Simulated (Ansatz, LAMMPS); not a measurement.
# A frame of liquid (Na,Cs)(F,Cl) from 1200 K, run at 300 K (84 atoms) in motion

Aim: follow a frame of liquid (Na,Cs)(F,Cl) from 1200 K, run at 300 K (84 atoms) for a short time with forces from DFT, then look at structure and electrons in the last frame.

Calculated with Ansatz 0.2.0; Kohn-Sham DFT, RPBE, PAW (set soft_2), plane waves.

### 1. The structure

The cell holds 84 atoms: 18 Na, 24 Cs, 24 F and 18 Cl. Cell: a = 14.539 Å, b = 14.539 Å, c = 14.539 Å, α = 90.0°, β = 90.0°, γ = 90.0°. 84 atoms (18 Na, 24 Cs, 24 F, 18 Cl) placed at random at 2.54 g/cm³, melted at 1800 K for 10 ps at fixed volume with the Lennard-Jones and Coulomb ion parameters for SPC/E (Joung and Cheatham, J. Phys. Chem. B 112, 9020 (2008)), full charges. Snapshot at the end of a hold of 20 ps at 1200 K and fixed volume.

Limits known from the start: The network of bonds at the start is that of the classical potential that made the cell, and needn't be the one that DFT or experiment would give. The cell was made at 1200 K but the dynamics is set to 300 K: the trajectory isn't one at 1200 K. The ion parameters were fitted for water, not for melts, so the starting structure of this cell may lie well off the real melt's. Only the Γ point is sampled, in a cell whose shortest periodic width is 15 Å. Spin–orbit coupling is left out, which matters for the levels of the heavy elements.

### 2. Dynamics started at 300 K

A Nosé–Hoover thermostat steers the temperature while disturbing the dynamics little. The time step is 1.0 fs.

input.yaml

```yaml
crystal:
  lattice:
    - [14.5393, 0.0, 0.0]
    - [0.0, 14.5393, 0.0]
    - [0.0, 0.0, 14.5393]
  atoms:
    - { symbol: Na, position: [0.14345, 0.1698, 0.34069] }
    - { symbol: Na, position: [0.57634, 0.34944, 0.44028] }
    - { symbol: Na, position: [0.55452, 0.88451, 0.6204] }
    - { symbol: Na, position: [0.58787, 0.63696, 0.8076] }
    [... 74 atom lines left out ...]
    - { symbol: Cl, position: [0.99246, 0.79021, 0.65658] }
    - { symbol: Cl, position: [0.29207, 0.19515, 0.03772] }
    - { symbol: Cl, position: [0.9966, 0.31873, 0.96083] }
    - { symbol: Cl, position: [0.64502, 0.67731, 0.61918] }
    - { symbol: Cl, position: [0.50414, 0.53101, 0.4127] }
    - { symbol: Cl, position: [0.50802, 0.29154, 0.28429] }
kpoints:
  mp_grid: { grid: [1, 1, 1] }
hamiltonian:
  xc: rpbe
scf:
  occupations: { method: fixed }
output:
  forces: true
md:
  timestep: 1.0
  n_steps: 68
  ensemble: nvt_nose_hoover
  temperature: 300
  initial_velocities: maxwell_boltzmann
  seed: 3417
```

Started as:

```sh
$ ansatz run input.yaml --threads 4 --pin off --max-ram 8192MiB --backend cpu --events-out ev --progress --plain --runs-dir out
```

It took 17 min on 4 threads of Arm Neoverse V2, shared host; peak memory 3.7 GiB; 68 min of CPU time.

The program notes that it switched symmetry off.

The trajectory, sampled:

```tsv
time (fs)	T (K)	potential (meV/atom)	conserved (meV/atom)
0.0	300	0.0	0.00
5.0	307	-0.9	0.00
9.0	324	-3.0	0.00
14.0	357	-7.3	0.00
18.0	392	-11.8	0.00
23.0	441	-18.3	0.00
27.0	483	-23.8	0.00
32.0	533	-30.7	-0.01
36.0	568	-35.9	-0.01
41.0	603	-41.5	-0.01
45.0	621	-45.0	-0.01
50.0	628	-47.8	-0.01
54.0	621	-48.7	-0.01
59.0	601	-48.4	-0.01
63.0	580	-47.6	-0.01
68.0	556	-46.6	0.00
```

Mean square displacement from the first frame to the last: Na 0.18 Å², Cs 0.025 Å², F 0.22 Å², Cl 0.20 Å².

Mean square displacement against time lag:

```tsv
time lag (fs)	Cl (Å²)	Cs (Å²)	F (Å²)	Na (Å²)
1.0	5.1e-5	6.1e-6	6.6e-5	5.2e-5
2.0	2.0e-4	2.5e-5	2.6e-4	2.1e-4
3.0	4.6e-4	5.5e-5	5.9e-4	4.7e-4
5.0	0.00128	1.5e-4	0.00165	0.00131
6.0	0.00185	2.2e-4	0.00239	0.00189
7.0	0.00253	3.0e-4	0.00325	0.00257
9.0	0.00420	5.0e-4	0.00538	0.00425
10.0	0.00519	6.2e-4	0.00664	0.00525
12.0	0.00750	8.9e-4	0.00957	0.00757
13.0	0.00881	0.00104	0.0112	0.00888
14.0	0.0102	0.00121	0.0130	0.0103
16.0	0.0134	0.00158	0.0170	0.0134
17.0	0.0151	0.00179	0.0191	0.0152
18.0	0.0170	0.00200	0.0214	0.0170
20.0	0.0210	0.00247	0.0264	0.0209
21.0	0.0231	0.00273	0.0290	0.0230
23.0	0.0278	0.00327	0.0346	0.0275
24.0	0.0302	0.00356	0.0376	0.0299
25.0	0.0328	0.00386	0.0407	0.0324
27.0	0.0382	0.00450	0.0471	0.0376
28.0	0.0411	0.00483	0.0505	0.0404
29.0	0.0440	0.00518	0.0540	0.0432
31.0	0.0502	0.00591	0.0612	0.0490
32.0	0.0534	0.00629	0.0649	0.0521
34.0	0.0600	0.00708	0.0726	0.0584
```

Over the second half of 68 fs the temperature averages 598 K with swings of 24 K r.m.s. The conserved energy stays within 0.01 meV/atom. From first frame to last F has the largest mean square displacement, 0.22 Å² at the end; the farthest move is 0.88 Å. The mean temperature of 598 K lies well off the 300 K of the input, so the thermostat hasn't yet brought the run to equilibrium. The run spans 0.07 ps, too short for its means to be equilibrium values.

### 3. Local order late in the run

The g(r) is a mean over the second half.

Density 2.54 g/cm³, 36.59 Å³ an atom.

Mean of 19 frames. g(r), total and by pair (bins of 0.2 Å):

```tsv
r (Å)	total	Cs-Cs	Cs-F	Cs-Cl	Cs-Na	F-F	F-Cl
1.90	0.10	0.00	0.00	0.00	0.00	0.00	0.00
2.10	0.55	0.00	0.00	0.00	0.00	0.00	0.00
2.30	1.25	0.00	0.00	0.00	0.00	0.00	0.00
2.50	0.54	0.00	0.19	0.00	0.00	0.00	0.00
2.70	0.89	0.00	1.50	0.00	0.00	0.00	0.00
2.90	0.98	0.00	3.73	0.08	0.00	0.08	0.00
3.10	1.21	0.00	3.45	2.34	0.00	0.37	0.34
3.30	1.68	0.00	2.96	5.34	0.90	1.17	0.62
3.50	0.95	0.46	0.63	3.38	0.19	1.36	0.74
3.70	1.03	1.53	0.22	1.73	1.33	1.16	1.59
3.90	1.03	0.75	0.55	0.65	1.51	2.29	3.01
4.10	0.96	0.79	0.11	0.74	1.94	1.93	1.89
4.30	1.19	1.15	0.16	0.82	1.95	1.75	1.80
4.50	1.10	2.31	0.71	0.46	1.20	1.60	0.89
4.70	1.03	1.69	0.82	0.17	1.67	1.40	1.26
4.90	0.82	1.41	0.75	0.37	1.04	0.36	0.77
5.10	0.92	0.82	0.84	0.80	1.17	0.75	0.99
5.30	1.08	1.47	1.15	0.62	1.24	0.69	1.38
5.50	0.93	0.63	1.38	0.45	1.06	0.10	1.21
5.70	1.05	1.75	1.08	0.76	0.98	0.67	0.70
5.90	1.06	1.00	1.02	1.12	0.87	1.11	0.96
6.10	0.89	0.62	0.79	1.10	0.56	1.25	0.76
6.30	0.97	0.57	1.32	0.82	0.72	0.99	0.67
6.50	1.11	0.93	1.64	1.09	0.53	0.79	0.84
6.70	1.04	0.39	1.46	1.02	0.91	0.81	0.82
6.90	0.95	0.97	0.97	1.16	0.90	0.65	1.03
7.10	0.87	0.55	0.65	1.21	1.17	0.93	1.33
```

### 4. Single point at the last frame

The last frame is solved again with fuller output, to read the electronic structure of a thermally displaced geometry.

input.yaml

```yaml
crystal:
  lattice:
    - [14.5393, 0.0, 0.0]
    - [0.0, 14.5393, 0.0]
    - [0.0, 0.0, 14.5393]
  atoms:
    - { symbol: Na, position: [0.14621, 0.21134, 0.35091] }
    - { symbol: Na, position: [0.55394, 0.35031, 0.44931] }
    - { symbol: Na, position: [0.54929, 0.89039, 0.59007] }
    - { symbol: Na, position: [0.58636, 0.65697, 0.81392] }
    [... 74 atom lines left out ...]
    - { symbol: Cl, position: [0.98063, 0.78357, 0.65671] }
    - { symbol: Cl, position: [0.30143, 0.19936, 0.01389] }
    - { symbol: Cl, position: [0.98849, 0.32241, 0.96746] }
    - { symbol: Cl, position: [0.60415, 0.69703, 0.62903] }
    - { symbol: Cl, position: [0.45341, 0.54224, 0.421] }
    - { symbol: Cl, position: [0.54459, 0.28471, 0.28046] }
kpoints:
  mp_grid: { grid: [1, 1, 1] }
hamiltonian:
  xc: rpbe
scf:
  occupations: { method: fixed }
output:
  forces: true
  stress: true
  populations: true
  dos:
    method: { smearing: { sigma: 0.15 } }
    de: 0.1
    projected: { site_lists: { Cl: [Cl], Cs: [Cs], F: [F], Na: [Na] } }
  eigenvalues: true
  write_density: true
  write_potential: true
  volumetric_format: npy
  elf: true
```

Wall time 52 s (4 threads); peak memory 3.7 GiB.

The program notes that the exchange-correlation potential is rough where the density is thin.

Read from the output:

- free energy: -202197.0873 eV
- free energy per atom: -2407.1082 eV/atom
- SCF cycles: 10
- pressure: 0.7538 GPa
- r.m.s. force component: 0.3606 eV/Å
- longest force: 2.148 eV/Å
- Fermi energy: 0.8336 eV
- gap (highest filled to lowest empty level): 3.03 eV
- spilling of the projection: 0.004598

Length of the force by element:

```tsv
element	coordination	atoms	mean length of the force (eV/Å)	spread	least	most
Cl	all	18	0.447	0.222	0.097	0.918
Cs	all	24	0.421	0.198	0.102	0.960
F	all	24	0.562	0.418	0.145	1.81
Na	all	18	0.652	0.451	0.117	2.15
```

Löwdin charges by element (they lack the spilled electrons, 0.037 e an atom on average):

```tsv
element	coordination	atoms	mean charge (e)	spread	least	most
Cl	all	18	-0.736	0.0181	-0.771	-0.709
Cs	all	24	0.887	0.0177	0.849	0.928
F	all	24	-0.795	0.0083	-0.810	-0.78
Na	all	18	0.786	0.0222	0.755	0.836
```

Density of states as counts of states in windows of 1 eV (from the Fermi level), total and the larger projections:

```tsv
from (eV)	to (eV)	total	Cs p	F p	Cl p	Cl s
-14	-13	12.3	0.1	0.0	0.0	11.6
-13	-12	23.4	0.2	0.0	0.0	22.3
-12	-11	0.3	0.0	0.0	0.0	0.3
-11	-9	0.0	0.0	0.0	0.0	0.0
-9	-8	5.1	5.0	0.0	0.0	0.0
-8	-7	69.5	67.6	0.5	0.7	0.2
-7	-6	69.0	67.0	0.7	0.7	0.2
-6	-5	0.3	0.3	0.0	0.0	0.0
-5	-4	0.0	0.0	0.0	0.0	0.0
-4	-3	0.4	0.0	0.4	0.0	0.0
-3	-2	27.7	0.1	25.1	1.3	0.0
-2	-1	141.7	1.6	71.4	64.2	0.0
-1	0	81.1	0.9	41.0	37.5	0.0
0	1	1.0	0.0	1.0	0.0	0.0
1	2	0.0	0.0	0.0	0.0	0.0
2	3	1.0	0.0	0.0	0.0	0.0
3	4	4.9	0.0	0.1	0.1	0.1
4	5	24.1	0.2	0.4	0.5	0.4
```

With fixed occupations the program's Fermi level is the highest filled level; weight inside the gap is the broadening of levels at its edges.

Between -26 and -14 eV lie 204 more states.

The stored curve holds about 636 of the 672 electrons; the rest, give or take the few that broadening carries across the Fermi level, lie in deeper levels below its range.

The levels nearest the highest filled one (over half full), pooled over k-points and spins:

```tsv
level less the highest filled one (eV)	occupation
-0.388	2
-0.322	2
-0.289	2
-0.147	2
-0.137	2
0	2
3.03	0
3.65	0
3.93	0
4.18	0
4.21	0
4.42	0
```

Mean Löwdin charges: Cl -0.74, Cs +0.89, F -0.80, Na +0.79 e (they miss 0.46 % of the electrons, so they add up to more than the cell's charge).

### 5. What came out

```
mean temperature, second half                                : 598.5 K
temperature swing, second half                               : 24.22 K
slope of the conserved energy against time, by least squares : -0.1609 meV/atom/ps
free energy per atom                                         : -2407.1082 eV/atom
pressure                                                     : 0.7538 GPa
r.m.s. force component                                       : 0.3606 eV/Å
gap (highest filled to lowest empty level)             : 3.03 eV
wall time of the 2 DFT runs                                  : 18 min
```

**Reading.** Over the second half of 68 fs the temperature averages 598 K with swings of 24 K r.m.s. The conserved energy stays within 0.01 meV/atom. The mean temperature of 598 K lies well off the 300 K of the input, so the thermostat hasn't yet brought the run to equilibrium. The run spans 0.07 ps, too short for its means to be equilibrium values. The highest filled and lowest empty levels differ by 3.03 eV (at Γ alone); a semilocal functional tends to put such gaps too low. In a disordered cell it changes from sample to sample and from frame to frame.

**Limits.** The pressure of a single frame lacks the kinetic term, about 0.23 GPa here.

[Logs are printed without paths, hosts, clocks, repeated set-up lines and the standing remarks that a program may print on its own settings, such as how far it seeks lower states.]

[Hosts, paths, dates, database ids (printed as entryN), source tags and the programs' standing remarks are cut or masked in the printed files.]
